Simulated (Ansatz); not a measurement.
## Random fluorite-type alloy of CaF2 and CdF2 (96 atoms) under strain

Aim: relax random fluorite-type alloy of CaF2 and CdF2 (96 atoms), then change its volume and shape to read moduli from the stress.

Calculated with Ansatz 0.2.0; Kohn-Sham DFT, LDA, PAW (set soft_2), plane waves.

## Step 1: The structure

The cell holds 96 atoms: 12 Ca, 64 F and 20 Cd. Its edges and angles: a = 10.835 Å, b = 10.835 Å, c = 10.835 Å, α = 90.0°, β = 90.0°, γ = 90.0°. It derives from CaF2 and CdF2 (fluorite-type), repeated 2×2×2. Fluorite-type CaF2, 2 x 2 x 2 conventional cells, 20 of 32 Ca sites given to Cd at random (x = 0.625), lattice by Vegard's rule (a = 5.417 Å); every coordinate displaced by a Gaussian of 0.09 Å.

What the set-up can't give: The Brillouin zone is sampled at Γ only.

## Step 2: Single point at the start

The forces at the start show how far the geometry lies from a minimum of this functional.

input.yaml

```yaml
crystal:
  lattice:
    - [10.8348, 0.0, 0.0]
    - [0.0, 10.8348, 0.0]
    - [0.0, 0.0, 10.8348]
  atoms:
    - { symbol: Ca, position: [0.99782, 0.99576, 0.99432] }
    - { symbol: F, position: [0.12146, 0.12204, 0.12146] }
    - { symbol: F, position: [0.36887, 0.37628, 0.37204] }
    - { symbol: Cd, position: [0.99101, 0.24029, 0.23872] }
    - { symbol: F, position: [0.14026, 0.37775, 0.38031] }
    - { symbol: F, position: [0.36469, 0.1243, 0.1468] }
    - { symbol: Ca, position: [0.25046, 0.00271, 0.24392] }
    - { symbol: F, position: [0.39048, 0.12812, 0.36241] }
    - { symbol: F, position: [0.1203, 0.38624, 0.12994] }
    - { symbol: Ca, position: [0.25602, 0.24724, 0.98736] }
    - { symbol: F, position: [0.36764, 0.36022, 0.12773] }
    - { symbol: F, position: [0.11477, 0.11485, 0.37954] }
    - { symbol: Cd, position: [0.0058, 0.01061, 0.50084] }
    - { symbol: F, position: [0.13189, 0.12792, 0.6275] }
    - { symbol: F, position: [0.36178, 0.36516, 0.88162] }
    - { symbol: Cd, position: [0.00691, 0.24077, 0.76366] }
    - { symbol: F, position: [0.11571, 0.36646, 0.87479] }
    - { symbol: F, position: [0.37135, 0.11471, 0.62486] }
    - { symbol: Ca, position: [0.24949, 0.01209, 0.75578] }
    - { symbol: F, position: [0.37978, 0.11984, 0.87974] }
    - { symbol: F, position: [0.13232, 0.37534, 0.62427] }
    - { symbol: Cd, position: [0.24365, 0.25468, 0.50405] }
    - { symbol: F, position: [0.36787, 0.37835, 0.62572] }
    - { symbol: F, position: [0.12787, 0.11568, 0.88748] }
    - { symbol: Cd, position: [0.99983, 0.50107, 0.99977] }
    - { symbol: F, position: [0.13431, 0.62656, 0.12432] }
    - { symbol: F, position: [0.36596, 0.87569, 0.38027] }
    - { symbol: Ca, position: [0.00976, 0.74146, 0.26114] }
    - { symbol: F, position: [0.12275, 0.87317, 0.35761] }
    - { symbol: F, position: [0.36543, 0.6116, 0.12313] }
    - { symbol: Cd, position: [0.24467, 0.50503, 0.24592] }
    - { symbol: F, position: [0.36749, 0.6288, 0.37721] }
    - { symbol: F, position: [0.12422, 0.88938, 0.11373] }
    - { symbol: Cd, position: [0.25773, 0.757, 0.99985] }
    - { symbol: F, position: [0.36842, 0.86652, 0.11466] }
    - { symbol: F, position: [0.11483, 0.64801, 0.36893] }
    - { symbol: Cd, position: [0.00285, 0.4925, 0.49122] }
    - { symbol: F, position: [0.13211, 0.62356, 0.61962] }
    - { symbol: F, position: [0.37563, 0.85947, 0.88018] }
    - { symbol: Cd, position: [0.99787, 0.74319, 0.75959] }
    - { symbol: F, position: [0.13083, 0.87738, 0.86087] }
    - { symbol: F, position: [0.38585, 0.63724, 0.61778] }
    - { symbol: Cd, position: [0.24977, 0.50075, 0.74193] }
    - { symbol: F, position: [0.37553, 0.63615, 0.87017] }
    - { symbol: F, position: [0.13796, 0.88341, 0.62395] }
    - { symbol: Cd, position: [0.25378, 0.75575, 0.49459] }
    - { symbol: F, position: [0.37228, 0.88188, 0.63627] }
    - { symbol: F, position: [0.11464, 0.613, 0.87494] }
    - { symbol: Cd, position: [0.49669, 0.00661, 0.99868] }
    - { symbol: F, position: [0.62035, 0.12589, 0.1276] }
    - { symbol: F, position: [0.8714, 0.39795, 0.36866] }
    - { symbol: Ca, position: [0.49964, 0.24055, 0.2528] }
    - { symbol: F, position: [0.62087, 0.36882, 0.37544] }
    - { symbol: F, position: [0.87636, 0.12554, 0.13098] }
    - { symbol: Cd, position: [0.74386, 0.99807, 0.24209] }
    - { symbol: F, position: [0.8602, 0.12214, 0.37716] }
    - { symbol: F, position: [0.63181, 0.37304, 0.12572] }
    - { symbol: Cd, position: [0.74971, 0.23649, 0.99845] }
    - { symbol: F, position: [0.87485, 0.36173, 0.11663] }
    - { symbol: F, position: [0.61232, 0.12313, 0.36811] }
    - { symbol: Cd, position: [0.49616, 0.99811, 0.50351] }
    - { symbol: F, position: [0.61596, 0.10332, 0.63742] }
    - { symbol: F, position: [0.87812, 0.36112, 0.89018] }
    - { symbol: Ca, position: [0.50776, 0.23952, 0.7341] }
    - { symbol: F, position: [0.63764, 0.36718, 0.87617] }
    - { symbol: F, position: [0.87736, 0.12511, 0.62401] }
    - { symbol: Cd, position: [0.747, 0.99729, 0.74833] }
    - { symbol: F, position: [0.87415, 0.13204, 0.87108] }
    - { symbol: F, position: [0.61038, 0.3649, 0.63058] }
    - { symbol: Ca, position: [0.74846, 0.26027, 0.48442] }
    - { symbol: F, position: [0.88719, 0.35922, 0.62495] }
    - { symbol: F, position: [0.62557, 0.12223, 0.86553] }
    - { symbol: Cd, position: [0.50324, 0.50059, 0.99202] }
    - { symbol: F, position: [0.62597, 0.6087, 0.14392] }
    - { symbol: F, position: [0.86587, 0.86132, 0.37675] }
    - { symbol: Ca, position: [0.50158, 0.74964, 0.24235] }
    - { symbol: F, position: [0.64169, 0.88365, 0.38459] }
    - { symbol: F, position: [0.86688, 0.62231, 0.13268] }
    [... 12 atom lines left out ...]
    - { symbol: Ca, position: [0.75948, 0.50501, 0.75306] }
    - { symbol: F, position: [0.86931, 0.62684, 0.88035] }
    - { symbol: F, position: [0.62566, 0.88562, 0.61244] }
    - { symbol: Ca, position: [0.75457, 0.7508, 0.49059] }
    - { symbol: F, position: [0.87036, 0.87526, 0.62238] }
    - { symbol: F, position: [0.62962, 0.61923, 0.87473] }
kpoints:
  mp_grid: { grid: [1, 1, 1] }
hamiltonian:
  xc: lda
scf:
  occupations: { method: fixed }
output:
  forces: true
```

On the command line:

```
ansatz run input.yaml --threads 4 --pin off --max-ram 8192MiB --backend cpu --events-out ev --progress --plain --runs-dir out
```

Output:

```text
Engine: ansatz 0.2.0, aarch64-unknown-linux-gnu
Pseudopotentials: kind: paw
Pseudopotential: Ca, paw, valence charge 10, recommended cutoff 420 eV (normal), Ca.paw.azcp
Pseudopotential: F, paw, valence charge 7, recommended cutoff 420 eV (normal), F.paw.azcp
Pseudopotential: Cd, paw, valence charge 20, recommended cutoff 420 eV (normal), Cd.paw.azcp
[... 3 lines on functional and potentials left out ...]
Crystal: 96 atoms, lattice volume = 1271.928 Å³
Basis set: ecut = 420 eV, 24837 PW (Γ)
Bands: 581, of which v1, the nominal top of the filled ones, is band 484 counted from 1 (483 counted from 0)
Symmetry: 1 space group operations
Space group: P1 (ITA 1), of the structure as read, at distance tolerance 1.1e-4 Å
k-points: 1
[... 10 lines on functional and potentials left out ...]
Initial density: superposition of atomic densities (neutral atoms: chi_scale 0, normalization atom), corrected by the library's trained network
Initial wavefunctions: pseudopotential atomic-orbital guess
Functional: x = slater, c = lda
SCF iter   1: F=—  HF=-234519.132068 eV  |F-HF|=—  |Δ(HF+E_count)|=         —  Δρ=2.19e-2  dr2=4.36e0  ethr=1.77e-3  ⟨swp⟩=5.0  Hψ=1724  notcnv=0  defer=95
preconditioner: auto → Resta (q_TF=auto, 2.607 Å⁻¹)  ε∞=4.5  [insulator: Δε(μ)=2.799 eV  Ē_g=15.626 eV  n_scr=388 (ndim 8)  ℏωp=29.2 eV  f_vac=0.133  ε∞_Penn≈4.5]
SCF iter   2: F=—  HF=-234517.882952 eV  |F-HF|=—  |Δ(HF+E_count)|=    1.25e0  Δρ=5.44e-3  dr2=1.50e-1  ethr=4.50e-4  ⟨swp⟩=2.0  Hψ=1011  notcnv=0  defer=94
SCF iter   3: F=—  HF=-234517.843601 eV  |F-HF|=—  |Δ(HF+E_count)|=   3.94e-2  Δρ=2.36e-3  dr2=4.49e-2  ethr=1.55e-5  ⟨swp⟩=2.0  Hψ=721  notcnv=0  defer=95
SCF iter   4: F=—  HF=-234517.831463 eV  |F-HF|=—  |Δ(HF+E_count)|=   1.21e-2  Δρ=5.57e-4  dr2=3.08e-3  ethr=4.64e-6  ⟨swp⟩=2.0  Hψ=674  notcnv=0  defer=95
SCF iter   5: F=—  HF=-234517.831303 eV  |F-HF|=—  |Δ(HF+E_count)|=   1.60e-4  Δρ=2.30e-4  dr2=6.06e-4  ethr=3.18e-7  ⟨swp⟩=2.0  Hψ=881  notcnv=0  defer=93
SCF iter   6: F=—  HF=-234517.831393 eV  |F-HF|=—  |Δ(HF+E_count)|=   8.99e-5  Δρ=1.16e-4  dr2=1.57e-4  ethr=6.26e-8  ⟨swp⟩=2.0  Hψ=881  notcnv=0  defer=90
SCF iter   7: F=—  HF=-234517.831482 eV  |F-HF|=—  |Δ(HF+E_count)|=   8.96e-5  Δρ=2.98e-5  dr2=1.03e-5  ethr=1.62e-8  ⟨swp⟩=2.0  Hψ=881  notcnv=0  defer=90
SCF iter   8: F=—  HF=-234517.827541 eV  |F-HF|=—  |Δ(HF+E_count)|=   3.94e-3  Δρ=2.31e-5  dr2=4.14e-6  ethr=1.07e-9  ⟨swp⟩=2.0  Hψ=973  notcnv=0  defer=90
SCF iter   9: F=—  HF=-234517.827541 eV  |F-HF|=—  |Δ(HF+E_count)|=   4.84e-7  Δρ=3.80e-6  dr2=1.20e-7  ethr=4.28e-10  ⟨swp⟩=2.0  Hψ=883  notcnv=0  defer=90
SCF iter  10: F=-234517.827541 eV  HF=-234517.827541 eV  |F-HF|=2.01e-9  |Δ(HF+E_count)|=   1.11e-7  Δρ=1.43e-6  dr2=1.81e-8  ethr=1.03e-11  ⟨swp⟩=3.0  Hψ=1420  notcnv=0
SCF 1 converged in 10 iterations: F = -234517.827541 eV  dr2 = 1.81e-8
  greatest PAW one-centre occupation: 1.000 electrons in one spin orbital (limit 2), on the Cd atom at site 72 (counted from 0), in its partial waves of l = 0
SCF converged after 10 iterations
Free energy (F): -234517.827541 eV
Harris-Foulkes:  -234517.827541 eV  (|F-HF|=2.01e-9)
Internal energy: -234517.827541 eV  (E = F + TS)
E sigma→0 (E₀):  -234517.827541 eV
Fermi energy:    5.366327 eV
--- Per-component energies (eV) ---
  E_band       = -12427.404929
  E_kinetic    = 26584.190780
  E_local      = -113484.106730  (includes V_loc(G=0)·N_el)
  E_nonlocal   = 6540.030411
  E_hartree    = 48427.632846
  E_xc         = -10110.939632
  E_vxc        = -12912.258549  (∫ρ·V_xc dr)
  E_paw        = -100807.053852  (= ΣΔE_a)
  E_vpaw       = -16010.661928  (= ΣTr[D̂ρ^β])
  E_aug_tail   = 0.129264  (compensation charges beyond the density's cutoff)
  E_ewald      = -91693.688103
  E_core_change = 25.977476  (= ΣΔE_core)
  E_smearing   = -0.000000  (= −TS)
  E_closure    = -0.000000  (closes the sum)
  Σ components = -234517.827541   (vs F -234517.827541, Δ=0.00e0)
--- Forces (eV/Å), atoms counted from 1 ---
  atom   1  Ca     0.11666419    -0.15473876     0.43239431
  atom   2  F     -0.07536709     0.54107481     0.26568774
  atom   3  F      0.39519369    -0.04843634     0.50111511
  atom   4  Cd     0.79245696     0.77563129     0.41549750
  atom   5  F     -0.97611808     0.08874545    -0.19945726
  atom   6  F      0.70678342    -0.09885143    -1.99603676
  atom   7  Ca    -0.83663516    -0.52758579     0.70194247
  atom   8  F     -1.48263906    -0.81630510     1.73738731
  atom   9  F     -0.24107098    -0.46076066    -0.10931399
  atom  10  Ca    -0.95711623    -0.02079753     1.98068494
  atom  11  F      0.35105505     0.41686901    -0.38123503
  atom  12  F      0.56576786     0.95427099    -0.60537515
  atom  13  Cd    -0.95492556    -1.34276843     0.50468454
  atom  14  F     -0.19857944     0.32255581     0.26572432
[...]
atom  95  F      0.43480782     0.12830269     0.65420413
  atom  96  F     -0.35336528     0.22145144     0.13077561
  max |Σ_I F_I| component: 1.79e-4 eV/Å
```

The job ended after 16 s (4 threads of Arm Neoverse V2, shared host; peak memory 1.9 GiB; 62 s of CPU time).

The r.m.s. force at the start is 0.74 eV/Å.

## Step 3: Cell and atoms relaxed

Cell and atoms are freed together, to release stress as well as forces.

input.yaml

```yaml
crystal:
  lattice:
    - [10.8348, 0.0, 0.0]
    - [0.0, 10.8348, 0.0]
    - [0.0, 0.0, 10.8348]
  atoms:
    [... the 96 atom lines of step 2 ...]
kpoints:
  mp_grid: { grid: [1, 1, 1] }
hamiltonian:
  xc: lda
scf:
  occupations: { method: fixed }
output:
  forces: true
relax:
  f_tol: 0.05
  max_steps: 150
  cell: {}
```

Output:

```text
[...]
Crystal: 96 atoms, lattice volume = 1271.928 Å³
Basis set: ecut = 420 eV, 24837 PW (Γ)
Bands: 581, of which v1, the nominal top of the filled ones, is band 484 counted from 1 (483 counted from 0)
Symmetry: 1 space group operations
[...]
k-points: 1
[...]
SCF iter   1: F=—  HF=-234519.132068 eV  |F-HF|=—  |Δ(HF+E_count)|=         —  Δρ=2.19e-2  dr2=4.36e0  ethr=1.77e-3  ⟨swp⟩=5.0  Hψ=1724  notcnv=0  defer=95
[...]
SCF iter   9: F=—  HF=-234517.827541 eV  |F-HF|=—  |Δ(HF+E_count)|=   4.84e-7  Δρ=3.80e-6  dr2=1.20e-7  ethr=4.28e-10  ⟨swp⟩=2.0  Hψ=883  notcnv=0  defer=90
SCF iter  10: F=-234517.827541 eV  HF=-234517.827541 eV  |F-HF|=1.95e-9  |Δ(HF+E_count)|=   1.11e-7  Δρ=1.43e-6  dr2=1.80e-8  ethr=1.03e-11  ⟨swp⟩=3.0  Hψ=1420  notcnv=0
SCF 1 converged in 10 iterations: F = -234517.827541 eV  dr2 = 1.80e-8
[...]
relax step   1: F+E_penalty+E_count = -234517.82754071 eV  Δ(F+E_penalty+E_count) = +0.000e0 eV  max|allowed force component| = 2.702e0 eV/Å  Δτ_max = 0.0000 Å  P = -3.050 GPa  Ω = 1271.928 Å³  (10 SCF iters, dr2 threshold 1.00e-7 eV, accepted)
[...]
relax step   2: F+E_penalty+E_count = -234525.03715499 eV  Δ(F+E_penalty+E_count) = -7.210e0 eV  max|allowed force component| = 1.491e0 eV/Å  Δτ_max = 0.1949 Å  P = +1.526 GPa  Ω = 1197.551 Å³  energy of the carried Pulay correction = +4.160e-1 eV  (8 SCF iters, dr2 threshold 9.60e-6 eV, accepted)
[...]
relax step   3: F+E_penalty+E_count = -234526.59837101 eV  Δ(F+E_penalty+E_count) = -1.561e0 eV  max|allowed force component| = 7.802e-2 eV/Å  Δτ_max = 0.1605 Å  P = -0.334 GPa  Ω = 1206.463 Å³  energy of the carried Pulay correction = +3.648e-1 eV  (8 SCF iters, dr2 threshold 9.60e-6 eV, accepted)
[...]
relax step   4: F+E_penalty+E_count = -234526.63013858 eV  Δ(F+E_penalty+E_count) = -3.177e-2 eV  max|allowed force component| = 7.148e-3 eV/Å  Δτ_max = 0.0165 Å  P = -0.024 GPa  Ω = 1203.330 Å³  energy of the carried Pulay correction = +3.828e-1 eV  (8 SCF iters, dr2 threshold 3.80e-7 eV, accepted)
relax step   5: F+E_penalty+E_count = -234526.37153568 eV  Δ(F+E_penalty+E_count) = +2.586e-1 eV  max|allowed force component| = 7.132e-3 eV/Å  Δτ_max = 0.0000 Å  P = -0.477 GPa  Ω = 1203.330 Å³  stress off target by 4.81e-1 GPa  SCF on the basis re-selected at this cell (its energy is not comparable with the rows above)  (7 SCF iters)
[...]
relax step   6: F+E_penalty+E_count = -234526.40439696 eV  Δ(F+E_penalty+E_count) = -3.286e-2 eV  max|allowed force component| = 5.451e-3 eV/Å  Δτ_max = 0.0027 Å  P = -0.002 GPa  Ω = 1198.628 Å³  energy of the carried Pulay correction = +2.568e-2 eV  (6 SCF iters, dr2 threshold 5.79e-7 eV, accepted)
[...]
relax step   7: F+E_penalty+E_count = -234526.39139347 eV  Δ(F+E_penalty+E_count) = +1.300e-2 eV  max|allowed force component| = 5.466e-3 eV/Å  Δτ_max = 0.0000 Å  P = -0.026 GPa  Ω = 1198.628 Å³  stress off target by 2.91e-2 GPa  SCF on the basis re-selected at this cell (its energy is not comparable with the rows above)  (6 SCF iters)
[...]
SCF converged after 6 iterations
Free energy (F): -234526.391393 eV
[...]
Internal energy: -234526.391393 eV  (E = F + TS)
E sigma→0 (E₀):  -234526.391393 eV
Fermi energy:    5.701631 eV
[...]
Σ components = -234526.391393   (vs F -234526.391393, Δ=0.00e0)
--- Forces (eV/Å), atoms counted from 1 ---
  atom   1  Ca     0.00096858    -0.00310936     0.00067283
  atom   2  F     -0.00112897     0.00156248     0.00156514
  atom   3  F      0.00116858    -0.00136315     0.00037319
  atom   4  Cd     0.00456438    -0.00169450    -0.00236835
[...]
atom  96  F     -0.00035004     0.00212290    -0.00025126
  max |Σ_I F_I| component: 5.36e-5 eV/Å
--- Stress (GPa, compression-positive) ---
       -0.024749      -0.002015      -0.000616
       -0.002015      -0.026977       0.002404
       -0.000616       0.002404      -0.025078
  P = ⅓ Tr σ = -0.0256 GPa (-0.256 kbar)
--- Relaxed structure (5 steps of the walk, 5 accepted, 2 SCFs on fresh bases) ---
  F+E_penalty+E_count = -234526.39139347 eV   max|allowed force component| = 5.466e-3 eV/Å   (the final SCF, on the basis selected at the relaxed cell)
  cell:  # Å, volume = 1198.6284 Å³
    - [10.622262, -0.00474396, -0.000957897]
    - [-0.00474396, 10.622864, 0.00234529]
    - [-0.000957897, 0.00234529, 10.622484]
  atoms:
    - { symbol: Ca, position: [0.999882, 0.998690, 0.999651] }
    - { symbol: F, position: [0.124647, 0.123982, 0.125212] }
    - { symbol: F, position: [0.374005, 0.373522, 0.374450] }
    - { symbol: Cd, position: [0.999326, 0.249282, 0.249959] }
[...]
- { symbol: F, position: [0.624485, 0.623792, 0.874566] }
```

The job ended after 1.7 min (4 threads; peak memory 1.9 GiB).

The relaxation converged after 5 steps, with a largest force component of 0.0055 eV/Å.

(Continued in part 2 of 3.)

[Long decimals in the printed logs are rounded to 6 places.]

[Logs are printed without paths, hosts, clocks, repeated set-up lines and the standing remarks that a program may print on its own settings, such as how far it seeks lower states.]

[Hosts, paths, dates, database ids (printed as entryN), source tags and the programs' standing remarks are cut or masked in the printed files.]
